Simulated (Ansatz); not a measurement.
# Tc of Rb (Im-3m) from its phonons, part 2 of 2

What Tc do the phonons of Rb (Im-3m) give, and how does it depend on μ*? The cell shown first is a relaxed one, from steps not shown here.

Ansatz 0.2.0; DFT PBE, scalar-relativistic, plane waves, PAW; PAW set soft_1.

So far, log mean phonon energy ħω_log (meV): step 2 (coupling and resistivity: q 3×3×3, k 9×9×9, scattering …) 3.02; step 3 (k-mesh 12×12×12, scattering mesh 20×20×20) 2.96.

### 4. Resistivity: q 4×4×4, k 16×16×16, scattering 24×24×24

The next rung changes the q mesh, which sets the reach of the force constants and couplings; the k mesh of the density and its response; the scattering mesh, which samples the Fermi surface; the phonon self-energy between the q points, now taken in.

File input.yaml:

```yaml
crystal:
  lattice:
    - [-2.8362174603, 2.8362174603, 2.8362174603]
    - [2.8362174603, -2.8362174603, 2.8362174603]
    - [2.8362174603, 2.8362174603, -2.8362174603]
  atoms:
    - { symbol: Rb, position: [0.0, 0.0, 0.0] }
kpoints:
  mp_grid: { grid: [16, 16, 16] }
hamiltonian:
  xc: pbe
  pseudopotentials: { kind: paw, azcp: { folder: soft_1 } }
scf:
  occupations: { method: methfessel_paxton, width: 0.2 }
output:
  eigenvalues: true
phonons:
  method: dfpt
  qmesh: [4, 4, 4]
  temperatures: { t_max: 1000, t_step: 50 }
  qpath:
    path:
      - [[0.0, 0.0, 0.0], [0.5, -0.5, 0.5], [0.0, 0.0, 0.5], [0.0, 0.0, 0.0], [0.25, 0.25, 0.25], [0.5, -0.5, 0.5]]
      - [[0.25, 0.25, 0.25], [0.0, 0.0, 0.5]]
    npoints: 6
  electrical_resistivity:
    mesh: [24, 24, 24]
    temperatures: [20.0, 50.0, 80.0, 100.0, 150.0, 200.0, 273.0, 300.0, 400.0, 500.0, 600.0, 800.0]
  superconductivity: { mesh: [24, 24, 24] }
```

Command:

```console
> ansatz run input.yaml --threads 16 --pin off --max-ram 92160MiB --backend cuda --events-out ev --progress --plain --runs-dir out --max-vram 78GiB
```

Numbers of over 12 decimals in the logs are rounded to 6 here.

What it wrote:

```text
[...]
Crystal: 1 atoms, lattice volume = 91.260 Å³
Basis set: ecut = 420 eV, 1745 PW (Γ), exchange–correlation on 72×72×72 points (8 copies of the dense FFT grid, shifted against one another)
Bands: 9, of which v1, the nominal top of the filled ones, is band 5 counted from 1 (4 counted from 0)
Symmetry: 48 space group operations
k-points: 145 of 4096
[...]
SCF iter   1: F=—  HF=-3267.370689 eV  |F-HF|=—  |Δ(HF+E_count)|=         —  Δρ=2.63e-3  dr2=1.91e-2  ethr=3.10e-3  ⟨swp⟩=5.1  Hψ=9515  notcnv=0
[...]
SCF iter   2: F=—  HF=-3267.367823 eV  |F-HF|=—  |Δ(HF+E_count)|=   2.87e-3  S|Δr|=    0.00e0  Δρ=1.65e-3  dr2=8.97e-3  ethr=2.12e-4  ⟨swp⟩=1.0  Hψ=2469  notcnv=0
[...]
SCF iter   9: F=-3267.367163 eV  HF=-3267.367163 eV  |F-HF|=4.55e-13  |Δ(HF+E_count)|=  8.87e-11  S|Δr|=    0.00e0  Δρ=3.16e-8  dr2=8.00e-13  ethr=1.00e-12  ⟨swp⟩=6.9  Hψ=7225  notcnv=0
SCF 1 converged in 9 iterations: F = -3267.367163 eV  dr2 = 8.00e-13
[...]
SCF iter   1: F=—  HF=-3267.370689 eV  |F-HF|=—  |Δ(HF+E_count)|=         —  Δρ=2.63e-3  dr2=1.91e-2  ethr=3.10e-3  ⟨swp⟩=5.1  Hψ=9515  notcnv=0
[...]
SCF iter   4: F=—  HF=-3267.367100 eV  |F-HF|=—  |Δ(HF+E_count)|=   1.80e-4  S|Δr|=    0.00e0  Δρ=1.26e-4  dr2=9.27e-6  ethr=9.44e-6  ⟨swp⟩=2.1  Hψ=1957  notcnv=0
[...]
SCF 2 converged in 9 iterations: F = -3267.367163 eV  dr2 = 7.74e-13
[...]
SCF converged after 9 iterations
[...]
vibrations of 64 cells: unjudged by the run; compare a larger repeat
[...]
at the force constants' own smearing the fine mesh and the k-points of their solves give squared frequencies that differ by 0.4 % of the larger at the most, at (0, 0, 0.25)
--- Superconductivity: potentials and phonons of a 4×4×4 supercell ---
           mesh         λ    ħω_log (meV)  μ* declared at (meV)
       24×24×24    0.1861           3.006                3.810
       12×12×12    0.1909           2.994                3.821
          6×6×6    0.1963           3.004                3.866
  λ by the species' shares of the modes' patterns: Rb 0.1861
[...]
0.08      0.000         0.000    none_found    none_found    none_found    none_found     none_found
      0.10      0.000         0.000    none_found    none_found    none_found    none_found     none_found
      0.12      0.000         0.000    none_found    none_found    none_found    none_found     none_found
      0.13      0.000         0.000    none_found    none_found    none_found    none_found     none_found
      0.14      0.000         0.000    none_found    none_found    none_found    none_found     none_found
      0.16      0.000         0.000    none_found    none_found    none_found    none_found     none_found
      0.20          -             -    none_found    none_found    none_found    none_found     none_found
  none_found: no transition down to 0.1 K
[...]
vibrations of 64 cells: unjudged by the run; compare a larger repeat
[...]
```

It took 52 s on 1 × NVIDIA GB200 with 16 threads of Arm Neoverse V2, shared host; peak memory 5.7 GiB; 8.2 min of CPU time.

Numbers from this step:

| Quantity | Value |
| --- | --- |
| zero point energy | 0.005665 eV/cell |
| highest frequency, solved or plainly interpolated | 47.5 cm⁻¹ |
| coupling constant λ | 0.1861 |
| density of states at the Fermi level | 0.4528 states/eV a spin and cell |
| log mean phonon energy ħω_log | 3.006 meV |
| transport coupling constant λ_tr | 0.1917, 0.1917, 0.1917 (xx, yy, zz) |
| Drude plasma energy | 3.719, 3.719, 3.719 eV (xx, yy, zz) |
| resistivity times mean free path | 25.88, 25.88, 25.88 × 10⁻¹⁶ Ω m² (xx, yy, zz) |
| second-moment phonon energy ħω₂ | 3.81 meV |
| coupling λ by branch | 0.0735, 0.0309, 0.0818 (branches by rank of frequency) |

An empty cell: under 1 mK by a formula, or no transition down to the floor of the Eliashberg search. Transition temperatures:

```
  μ*  McMillan Tc (K)  Allen–Dynes Tc (K)
0.08                -                   -
 0.1                -                   -
0.12                -                   -
0.13                -                   -
0.14                -                   -
0.16                -                   -
 0.2                -                   -
```

The Eliashberg function α²F by phonon energy; read off at these points:

```
phonon energy (meV)      α²F   α²F tr
               0.20   8.5e-5        0
               0.40   3.2e-4        0
               0.60  0.00116   3.6e-4
               0.80  0.00411  0.00367
               1.00   0.0121   0.0168
               1.20   0.0289   0.0462
               1.40   0.0308   0.0465
               1.60   0.0332   0.0475
               1.80   0.0365   0.0505
               2.00   0.0397   0.0535
               2.20   0.0440   0.0588
               2.40   0.0471   0.0627
               2.60   0.0361   0.0408
               2.80   0.0355   0.0376
               3.00   0.0364   0.0375
               3.20   0.0386   0.0393
               3.40   0.0423   0.0428
               3.60   0.0486   0.0503
               3.80   0.0578   0.0593
               4.00   0.0595   0.0546
               4.20   0.0629   0.0529
               4.40   0.0656   0.0511
               4.60   0.0662   0.0479
               4.80   0.0734   0.0507
               5.00   0.0869   0.0578
               5.20    0.123   0.0823
               5.40    0.221    0.154
               5.50    0.266    0.205
               5.60    0.178    0.128
               5.80   0.0890   0.0598
```

Twice the integral of α²F/ω over this curve gives λ = 0.19, half of it from below 3.56 meV. The Eliashberg function α²F (α²F) has its highest peak at 5.50 meV.

### 5. Summary of results

* meshes: q 4×4×4, k 16×16×16, scattering 24×24×24
* coupling constant λ: 0.186
* log mean phonon energy ħω_log: 3.01 meV

What this shows: In the last run (PBE, q 4×4×4, k 16×16×16, scattering 24×24×24), with λ = 0.19 and ħω_log = 3.01 meV, Tc at μ* = 0.13 is under 1 mK by the formulas. Wikipedia's list of superconducting elements holds no transition of Rb at normal pressure, in line with the calculation. In that run Allen and Dynes's formula gives no transition above 0.05 K at μ* = 0.10 or more. By the run's own test λ is not converged in the fine mesh: it moves by 3 % between the two finest, and by up to 4 % in the other runs. The run's transport test calls it not converged in the mesh; ρ(300 K) moves by 2 % in the component that moves most. Over the runs, λ takes the values 0.191, 0.186 and 0.186, in the order shown. μ* is a typed number, phonons are harmonic, and spin fluctuations are left out; with λ this near or under μ*(1 + 0.62 λ), the formulas give Tc only to its order of magnitude, or none.

[Logs are printed without paths, hosts, clocks, repeated set-up lines and the standing remarks that a program may print on its own settings, such as how far it seeks lower states.]

[Hosts, paths, dates, database ids (printed as entryN), source tags and the programs' standing remarks are cut or masked in the printed files.]
